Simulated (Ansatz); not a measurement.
# SrO (Fm-3m): converging a phonon calculation

How do the frequencies of SrO (Fm-3m) move with q mesh, k mesh and cutoff?

Main program and level: Ansatz 0.2.0; DFT LDA, scalar-relativistic, plane waves, PAW.

Report form: the programs' logs are mostly left out.

The database entry behind the starting cell differs from later determinations by our own check (about 0.5 % short), so it need not match the best structure at ambient conditions.

## (1) Set-up

Symmetry: Fm-3m, No. 225, cubic system. Conventional cell: a = 5.064 Å, b = 5.064 Å, c = 5.064 Å, α = 90.00°, β = 90.00°, γ = 90.00°. Nearest to Sr lie 6 O at 2.53 Å. O has 6 Sr at 2.53 Å nearest. Farther neighbours and most contacts between anions are not listed.

Structure file:

```cif
data_structure
_symmetry_space_group_name_H-M 'Fm-3m'
_symmetry_Int_Tables_number 225
_cell_length_a 5.0644
_cell_length_b 5.0644
_cell_length_c 5.0644
_cell_angle_alpha 90.000
_cell_angle_beta 90.000
_cell_angle_gamma 90.000
_cell_volume 129.89
loop_
_atom_site_label
_atom_site_type_symbol
_atom_site_symmetry_multiplicity
_atom_site_Wyckoff_symbol
_atom_site_fract_x
_atom_site_fract_y
_atom_site_fract_z
_atom_site_occupancy
Sr1 Sr 4 b 0.50000 0.00000 0.00000 1
O1 O 4 a 0.00000 0.00000 0.00000 1
```

## (2) Tight relaxation

Phonons need a cell at rest on their own settings, so the relaxation is repeated with tight tolerances on forces and stress on the k mesh and occupations of the first response run.

File input.yaml:

```yaml
crystal:
  lattice:
    - [0.0, 2.5321974968, 2.5321974968]
    - [2.5321974968, 0.0, 2.5321974968]
    - [2.5321974968, 2.5321974968, 0.0]
  atoms:
    - { symbol: Sr, position: [0.5, 0.5, 0.5] }
    - { symbol: O, position: [0.0, 0.0, 0.0] }
kpoints:
  mp_grid: { grid: [8, 8, 8] }
hamiltonian:
  xc: lda
scf:
  occupations: { method: fixed }
output:
  forces: true
  stress: true
  eigenvalues: true
relax:
  adjacent_minimum: "off"
  f_tol: 0.001
  max_steps: 60
  cell: { stress_tol: 0.01 }
```

Launch:

```sh
$ ansatz run input.yaml --threads 4 --pin off --max-ram 7168MiB --backend cpu --events-out ev --progress --plain --runs-dir out
```

It took 3 s on 4 threads of Arm Neoverse N1, shared host; peak memory 0.27 GiB; 6.9 s of CPU time.

Little changed from the start: no atom moved by 0.005 Å and no cell edge by 0.1 %.

Numbers from this step:

| Property | Result |
| --- | --- |
| pressure | -6.85e-5 GPa |
| gap on the k-mesh | 3.123 eV |
| volume per atom | 16.23 Å³ |
| direct gap on mesh | 3.162 eV |

The forces vanish by symmetry and the pressure is 0.000 GPa, within the tolerances set. The cell now holds 16.23 Å³/atom.

## (3) Phonons on a q mesh

Stability and thermal properties need the whole zone. Linear response on a 4×4×4 q mesh gives force constants as far as a supercell of that size would, and the tensors from the zone-centre run are typed in so that the long-range dipole term is interpolated apart.

File input.yaml:

```yaml
crystal:
  lattice:
    - [0.0, 2.5321152066, 2.5321152066]
    - [2.5321152066, 0.0, 2.5321152066]
    - [2.5321152066, 2.5321152066, 0.0]
  atoms:
    - { symbol: Sr, position: [0.5, 0.5, 0.5] }
    - { symbol: O, position: [0.0, 0.0, 0.0] }
kpoints:
  mp_grid: { grid: [8, 8, 8] }
hamiltonian:
  xc: lda
scf:
  occupations: { method: fixed }
output:
  eigenvalues: true
phonons:
  method: dfpt
  qmesh: [4, 4, 4]
  temperatures: { t_max: 1000, t_step: 50 }
  qpath:
    path:
      - [[0.0, 0.0, 0.0], [0.5, 0.0, 0.5], [0.625, 0.25, 0.625]]
      - [[0.375, 0.375, 0.75], [0.0, 0.0, 0.0], [0.5, 0.5, 0.5], [0.5, 0.25, 0.75], [0.5, 0.0, 0.5]]
    npoints: 10
  non_analytic_term:
    high_frequency_dielectric_tensor: [[3.8755, 0.0, 0.0], [0.0, 3.8755, 0.0], [0.0, 0.0, 3.8755]]
    born_effective_charges:
      - { species: Sr, tensor: [[2.4728, 0.0, 0.0], [0.0, 2.4728, 0.0], [0.0, 0.0, 2.4728]] }
      - { species: O, tensor: [[-2.4728, 0.0, 0.0], [0.0, -2.4728, 0.0], [0.0, 0.0, -2.4728]] }
    source: "zone-centre run at this cell"
```

Run time: 60 s. Hardware: 4 threads; peak memory 0.72 GiB; 3.8 min of CPU time.

This step gave:

* sum-rule residual before enforcement: 9.14e-5 eV/Å²
* lowest frequency on the path: 0 cm⁻¹
* point group: m-3m
* highest frequency on the path or at a solved wavevector: 472.5 cm⁻¹
* mean frequency: 226.4 cm⁻¹
* Debye temperature (second moment): 460 K
* logarithmic mean frequency: 203.7 cm⁻¹
* highest optical mode at the zone centre (no LO-TO term): 215.6 cm⁻¹
* lowest optical zone-centre mode: 215.6 cm⁻¹
* lowest mode on the q mesh (acoustic modes at Γ apart): 84.5 cm⁻¹
* zero-point energy per atom: 42.11 meV
* heat capacity at 300 K: 22.33 J/(mol atoms K)
* vibrational entropy at 300 K: 26.91 J/(mol atoms K)

Frequencies (cm⁻¹) solved at each irreducible wavevector; negative means imaginary. Frequencies by wavevector, by row:

| q in reciprocal lattice units | star | mode 1 | mode 2 | mode 3 | mode 4 | mode 5 | mode 6 |
| --- | --- | --- | --- | --- | --- | --- | --- |
| 0 0 0 | 1 | 0 | 0 | 0 | 215.6 | 215.6 | 215.6 |
| 0 0 0.25 | 8 | 84.5 | 84.5 | 155.9 | 253.4 | 253.4 | 458.6 |
| 0 0 -0.5 | 4 | 110.8 | 110.8 | 234.8 | 285.8 | 285.8 | 436.6 |
| 0 0.25 0.25 | 6 | 91.4 | 91.4 | 163 | 237.3 | 237.3 | 416.4 |
| 0 0.25 -0.5 | 24 | 120.6 | 144.5 | 200.6 | 264.7 | 285.1 | 375.4 |
| 0 0.25 -0.25 | 12 | 110.5 | 140.3 | 194.6 | 267.3 | 280.5 | 413.4 |
| 0 -0.5 -0.5 | 3 | 126.1 | 126.1 | 197.8 | 242.4 | 242.4 | 310.7 |
| 0.25 -0.5 -0.25 | 6 | 151.5 | 171.3 | 171.3 | 283.4 | 283.4 | 326.6 |

Interpolated from a 4×4×4 q mesh, with the LO-TO term (at Γ the limit along the path; where Γ stands inside the path, tables give the limit on arrival). The phonon branches at the labelled points (cm⁻¹):

| point | branch 1 | branch 2 | branch 3 | branch 4 | branch 5 | branch 6 |
| --- | --- | --- | --- | --- | --- | --- |
| Γ | 0 | 0 | 0 | 216 | 216 | 472 |
| halfway | 91 | 91 | 163 | 237 | 237 | 416 |
| X | 126 | 126 | 198 | 242 | 242 | 311 |
| halfway | 127 | 142 | 194 | 248 | 273 | 308 |
| U | 127 | 173 | 184 | 263 | 298 | 332 |
| jump to K | 127 | 173 | 184 | 263 | 298 | 332 |
| halfway | 96 | 110 | 170 | 254 | 266 | 439 |
| Γ | 0 | 0 | 0 | 216 | 216 | 472 |
| halfway | 84 | 84 | 156 | 253 | 253 | 459 |
| L | 111 | 111 | 235 | 286 | 286 | 437 |
| halfway | 122 | 144 | 211 | 280 | 284 | 394 |
| W | 152 | 171 | 171 | 283 | 283 | 327 |
| halfway | 140 | 143 | 191 | 258 | 288 | 304 |
| X | 126 | 126 | 198 | 242 | 242 | 311 |

Symmetry leaves 8 wavevectors to solve. The lowest mode among them, the acoustic zeros apart, lies at q = (0, 0, 0.25) and is real, 84.5 cm⁻¹.

## (4) Another q mesh, q mesh 2×2×2

The q mesh is changed to 2×2×2, to see how far the force constants must reach.

Edit input.yaml of step 3 so:

```diff
@@ -18,3 +18,3 @@
   method: dfpt
-  qmesh: [4, 4, 4]
+  qmesh: [2, 2, 2]
   temperatures: { t_max: 1000, t_step: 50 }
```

Run time: 13 s. Hardware: 4 threads; peak memory 0.47 GiB; 42 s of CPU time.

Numbers from this step:

```yaml
mean_frequency: 225.7 cm⁻¹
debye_temperature_second_moment: 457 K
logarithmic_mean_frequency: 203.8 cm⁻¹
lowest_mode_on_the_q_mesh_acoustic_modes_at_gamma_apart: 110.8 cm⁻¹
zero_point_energy_per_atom: 41.98 meV
heat_capacity_at_300_k: 22.35 J/(mol atoms K)
vibrational_entropy_at_300_k: 26.88 J/(mol atoms K)
```

Frequencies (cm⁻¹) solved at each irreducible wavevector; negative means imaginary. Frequencies by wavevector, by row:

| q in reciprocal lattice units | star | mode 1 | mode 2 | mode 3 | mode 4 | mode 5 | mode 6 |
| --- | --- | --- | --- | --- | --- | --- | --- |
| 0 0 0 | 1 | 0 | 0 | 0 | 215.6 | 215.6 | 215.6 |
| 0 0 -0.5 | 4 | 110.8 | 110.8 | 234.8 | 285.8 | 285.8 | 436.6 |
| 0 -0.5 -0.5 | 3 | 126.1 | 126.1 | 197.8 | 242.4 | 242.4 | 310.7 |

Interpolated from a 2×2×2 q mesh, rough between the solved points, with the LO-TO term (at Γ the limit along the path; where Γ stands inside the path, tables give the limit on arrival). Phonon branches along the path, in cm⁻¹:

| point | branch 1 | branch 2 | branch 3 | branch 4 | branch 5 | branch 6 |
| --- | --- | --- | --- | --- | --- | --- |
| Γ | 0 | 0 | 0 | 216 | 216 | 472 |
| halfway | 101 | 101 | 155 | 256 | 256 | 415 |
| X | 126 | 126 | 198 | 242 | 242 | 311 |
| halfway | 125 | 142 | 195 | 246 | 261 | 310 |
| U | 122 | 171 | 186 | 254 | 306 | 310 |
| jump to K | 122 | 171 | 186 | 254 | 306 | 310 |
| halfway | 93 | 118 | 169 | 249 | 278 | 435 |
| Γ | 0 | 0 | 0 | 216 | 216 | 472 |
| halfway | 86 | 86 | 159 | 250 | 250 | 457 |
| L | 111 | 111 | 235 | 286 | 286 | 437 |
| halfway | 119 | 144 | 210 | 271 | 293 | 380 |
| W | 145 | 172 | 172 | 278 | 295 | 295 |
| halfway | 137 | 143 | 192 | 261 | 263 | 309 |
| X | 126 | 126 | 198 | 242 | 242 | 311 |

The mean frequency is 225.7 cm⁻¹, -0.7 cm⁻¹ against the base run.

On this path the spectrum ends at 472 cm⁻¹ (at Γ). No branch goes imaginary on this path.

## (5) Another q mesh, k-mesh 9×9×9, q mesh 3×3×3

The q mesh is changed to 3×3×3, to see how far the force constants must reach; the k mesh is 9×9×9, against 8×8×8 in the base run, so that the q mesh divides it.

Edit input.yaml of step 4 so:

```diff
@@ -9,3 +9,3 @@
 kpoints:
-  mp_grid: { grid: [8, 8, 8] }
+  mp_grid: { grid: [9, 9, 9] }
 hamiltonian:
@@ -18,3 +18,3 @@
   method: dfpt
-  qmesh: [2, 2, 2]
+  qmesh: [3, 3, 3]
   temperatures: { t_max: 1000, t_step: 50 }
```

Wall time 36 s (4 threads); peak memory 0.62 GiB.

The mean frequency is 226.2 cm⁻¹, -0.2 cm⁻¹ against the base run, whose k mesh differs too.

## (6) Another q mesh, k-mesh 12×12×12, q mesh 6×6×6

The q mesh is changed to 6×6×6, to see how far the force constants must reach; the k mesh is 12×12×12, against 8×8×8 in the base run, so that the q mesh divides it.

Edit input.yaml of step 5 so:

```diff
@@ -9,3 +9,3 @@
 kpoints:
-  mp_grid: { grid: [9, 9, 9] }
+  mp_grid: { grid: [12, 12, 12] }
 hamiltonian:
@@ -18,3 +18,3 @@
   method: dfpt
-  qmesh: [3, 3, 3]
+  qmesh: [6, 6, 6]
   temperatures: { t_max: 1000, t_step: 50 }
```

The job ended after 9.5 min (4 threads; peak memory 1.6 GiB).

The mean frequency is 226.4 cm⁻¹, +0.0 cm⁻¹ against the base run, whose k mesh differs too.

## (7) The series together

Times are for 4 threads of Arm Neoverse N1, shared host. The runs compared:

| no. | q mesh | k-mesh | mean frequency (cm⁻¹) | zero-point energy per atom (meV) | lowest frequency on the path (cm⁻¹) | time | memory (GiB) |
| --- | --- | --- | --- | --- | --- | --- | --- |
| 1 | 2×2×2 | 8×8×8 | 225.7 | 41.98 | 0 | 13 s | 0.47 |
| 2 | 3×3×3 | 9×9×9 | 226.2 | 42.08 | 0 | 36 s | 0.62 |
| 3 | 6×6×6 | 12×12×12 | 226.4 | 42.11 | 0 | 9.5 min | 1.6 |

The runs together. Table of phonon density of states by wavenumber; read off at these points; values in 1/cm⁻¹/cell:

| wavenumber (cm⁻¹) | 2×2×2, 8×8×8 | 3×3×3, 9×9×9 | 6×6×6, 12×12×12 |
| --- | --- | --- | --- |
| 2 | 0 | 0 | 0 |
| 18 | 9.0e-5 | 2.1e-4 | 1.6e-4 |
| 28 | 3.3e-4 | 5.5e-4 | 4.2e-4 |
| 42 | 9.2e-4 | 0.00145 | 0.00119 |
| 52 | 0.00156 | 0.00234 | 0.00198 |
| 68 | 0.00317 | 0.00425 | 0.00393 |
| 78 | 0.00503 | 0.00619 | 0.00606 |
| 92 | 0.0107 | 0.0114 | 0.0116 |
| 102 | 0.0194 | 0.0181 | 0.0190 |
| 112 | 0.0453 | 0.0366 | 0.0384 |
| 118 | 0.0447 | 0.0398 | 0.0399 |
| 128 | 0.0374 | 0.0432 | 0.0422 |
| 142 | 0.0192 | 0.0207 | 0.0204 |
| 152 | 0.0164 | 0.0158 | 0.0156 |
| 168 | 0.0128 | 0.0119 | 0.0122 |
| 182 | 0.0135 | 0.0128 | 0.0133 |
| 192 | 0.0460 | 0.0439 | 0.0444 |
| 208 | 0.0107 | 0.0115 | 0.0111 |
| 218 | 0.00766 | 0.00869 | 0.00798 |
| 232 | 0.00588 | 0.00968 | 0.00871 |
| 242 | 0.00839 | 0.0160 | 0.0176 |
| 258 | 0.0504 | 0.0276 | 0.0281 |
| 262 | 0.0630 | 0.0301 | 0.0306 |
| 268 | 0.0479 | 0.0339 | 0.0343 |
| 282 | 0.0255 | 0.0421 | 0.0647 |
| 292 | 0.0290 | 0.0201 | 0.00985 |
| 308 | 0.00487 | 0.00259 | 0.00283 |
| 322 | 0.0056 | 0.00385 | 0.00349 |
| 332 | 0.00541 | 0.00446 | 0.00463 |
| 348 | 0.00557 | 0.00493 | 0.00526 |
| 358 | 0.00577 | 0.00526 | 0.00566 |
| 372 | 0.00612 | 0.00577 | 0.00633 |
| 382 | 0.00636 | 0.00612 | 0.0068 |
| 398 | 0.00679 | 0.00676 | 0.00754 |
| 408 | 0.00715 | 0.00726 | 0.00808 |
| 422 | 0.00769 | 0.00823 | 0.00888 |
| 432 | 0.00813 | 0.00906 | 0.00946 |
| 448 | 0.00536 | 0.00709 | 0.00585 |
| 458 | 0.00402 | 0.00494 | 0.00445 |
| 472 | 3.9e-4 | 5.1e-4 | 5.7e-4 |

The runs together, line C_V. C_V against temperature; values in J/mol-atom/K:

| temperature (K) | 2×2×2, 8×8×8 | 3×3×3, 9×9×9 | 6×6×6, 12×12×12 |
| --- | --- | --- | --- |
| 0 | 0 | 0 | 0 |
| 50 | 4.24 | 4.29 | 4.28 |
| 100 | 12.1 | 12.1 | 12.1 |
| 150 | 17.0 | 17.0 | 17.0 |
| 200 | 19.8 | 19.7 | 19.7 |
| 250 | 21.4 | 21.3 | 21.3 |
| 300 | 22.3 | 22.3 | 22.3 |
| 350 | 23.0 | 23.0 | 23.0 |
| 400 | 23.4 | 23.4 | 23.4 |
| 450 | 23.7 | 23.7 | 23.7 |
| 500 | 23.9 | 23.9 | 23.9 |
| 550 | 24.1 | 24.1 | 24.1 |
| 600 | 24.2 | 24.2 | 24.2 |
| 650 | 24.3 | 24.3 | 24.3 |
| 700 | 24.4 | 24.4 | 24.4 |
| 750 | 24.5 | 24.5 | 24.5 |
| 800 | 24.5 | 24.5 | 24.5 |
| 850 | 24.6 | 24.6 | 24.6 |
| 900 | 24.6 | 24.6 | 24.6 |
| 950 | 24.7 | 24.7 | 24.7 |
| 1000 | 24.7 | 24.7 | 24.7 |

## (8) Another k mesh, k-mesh 2×2×2, q mesh 2×2×2

The k mesh is changed to 2×2×2 on a small fixed q mesh, to find the coarsest that serves.

input.yaml, the sections that differ from step 6:

```yaml
kpoints:
  mp_grid: { grid: [2, 2, 2] }
phonons:
  method: dfpt
  dielectric: true
  rigid_motions: translations
  qmesh: [2, 2, 2]
  temperatures: { t_max: 1000, t_step: 50 }
  qpath:
    path:
      - [[0.0, 0.0, 0.0], [0.5, 0.0, 0.5], [0.625, 0.25, 0.625]]
      - [[0.375, 0.375, 0.75], [0.0, 0.0, 0.0], [0.5, 0.5, 0.5], [0.5, 0.25, 0.75], [0.5, 0.0, 0.5]]
    npoints: 10
# crystal, hamiltonian, scf, output: as in step 6
```

Run time: 9.1 s. Hardware: 4 threads; peak memory 0.38 GiB.

The run finished; it serves as a test, and its numbers are not taken as the result.

## (9) Another k mesh, k-mesh 4×4×4, q mesh 2×2×2

The k mesh is changed to 4×4×4 on a small fixed q mesh, to find the coarsest that serves.

Edit input.yaml of step 8 so:

```diff
@@ -9,3 +9,3 @@
 kpoints:
-  mp_grid: { grid: [2, 2, 2] }
+  mp_grid: { grid: [4, 4, 4] }
 hamiltonian:
```

It took 7.6 s on 4 threads; peak memory 0.34 GiB; 25 s of CPU time.

The run finished; it serves as a test, and its numbers are not taken as the result.

## (10) Another k mesh, k-mesh 6×6×6, q mesh 2×2×2

The k mesh is changed to 6×6×6 on a small fixed q mesh, to find the coarsest that serves.

Edit input.yaml of step 9 so:

```diff
@@ -9,3 +9,3 @@
 kpoints:
-  mp_grid: { grid: [4, 4, 4] }
+  mp_grid: { grid: [6, 6, 6] }
 hamiltonian:
```

It took 11 s on 4 threads; peak memory 0.4 GiB; 39 s of CPU time.

Frequencies (cm⁻¹) solved at each irreducible wavevector; negative means imaginary. Frequencies by wavevector, by row:

| q in reciprocal lattice units | star | mode 1 | mode 2 | mode 3 | mode 4 | mode 5 | mode 6 |
| --- | --- | --- | --- | --- | --- | --- | --- |
| 0 0 0 | 1 | 0 | 0 | 0 | 215.3 | 215.3 | 215.3 |
| 0 0 -0.5 | 4 | 110.8 | 110.8 | 234.8 | 285.8 | 285.8 | 436.6 |
| 0 -0.5 -0.5 | 3 | 126 | 126 | 197.7 | 242.2 | 242.2 | 310.6 |

The highest optical mode at the zone centre (no LO-TO term) is 215.3 cm⁻¹, -0.2 cm⁻¹ against the base run.

## (11) Another k mesh, q mesh 2×2×2

The k mesh is changed to 8×8×8 on a small fixed q mesh, to find the coarsest that serves.

Edit input.yaml of step 10 so:

```diff
@@ -9,3 +9,3 @@
 kpoints:
-  mp_grid: { grid: [6, 6, 6] }
+  mp_grid: { grid: [8, 8, 8] }
 hamiltonian:
```

It took 19 s on 4 threads; peak memory 0.49 GiB.

Frequencies (cm⁻¹) solved at each irreducible wavevector; negative means imaginary. Frequencies by wavevector, by row:

| q in reciprocal lattice units | star | mode 1 | mode 2 | mode 3 | mode 4 | mode 5 | mode 6 |
| --- | --- | --- | --- | --- | --- | --- | --- |
| 0 0 0 | 1 | 0 | 0 | 0 | 215.6 | 215.6 | 215.6 |
| 0 0 -0.5 | 4 | 110.8 | 110.8 | 234.8 | 285.8 | 285.8 | 436.6 |
| 0 -0.5 -0.5 | 3 | 126.1 | 126.1 | 197.8 | 242.4 | 242.4 | 310.7 |

The highest optical mode at the zone centre (no LO-TO term) is 215.6 cm⁻¹, +0.0 cm⁻¹ against the base run.

## (12) Another k mesh, k-mesh 12×12×12, q mesh 2×2×2

The k mesh is changed to 12×12×12 on a small fixed q mesh, to find the coarsest that serves.

Edit input.yaml of step 11 so:

```diff
@@ -9,3 +9,3 @@
 kpoints:
-  mp_grid: { grid: [8, 8, 8] }
+  mp_grid: { grid: [12, 12, 12] }
 hamiltonian:
```

Run time: 36 s. Hardware: 4 threads; peak memory 0.73 GiB.

The highest optical mode at the zone centre (no LO-TO term) is 215.6 cm⁻¹, +0.0 cm⁻¹ against the base run.

## (13) Side by side

Times are for 4 threads of Arm Neoverse N1, shared host. Results by setting:

| no. | k-mesh | lowest mode on the q mesh (acoustic modes at Γ apart) (cm⁻¹) | highest frequency on the path or at a solved wavevector (cm⁻¹) | time | memory (GiB) |
| --- | --- | --- | --- | --- | --- |
| 1 | 6×6×6 | 110.8 | 472.3 | 11 s | 0.40 |
| 2 | 8×8×8 | 110.8 | 472.5 | 19 s | 0.49 |
| 3 | 12×12×12 | 110.8 | 472.6 | 36 s | 0.73 |

[end of part 1 of 2]

[Logs are printed without paths, hosts, clocks, repeated set-up lines and the standing remarks that a program may print on its own settings, such as how far it seeks lower states.]

[Hosts, paths, dates, database ids (printed as entryN), source tags and the programs' standing remarks are cut or masked in the printed files.]
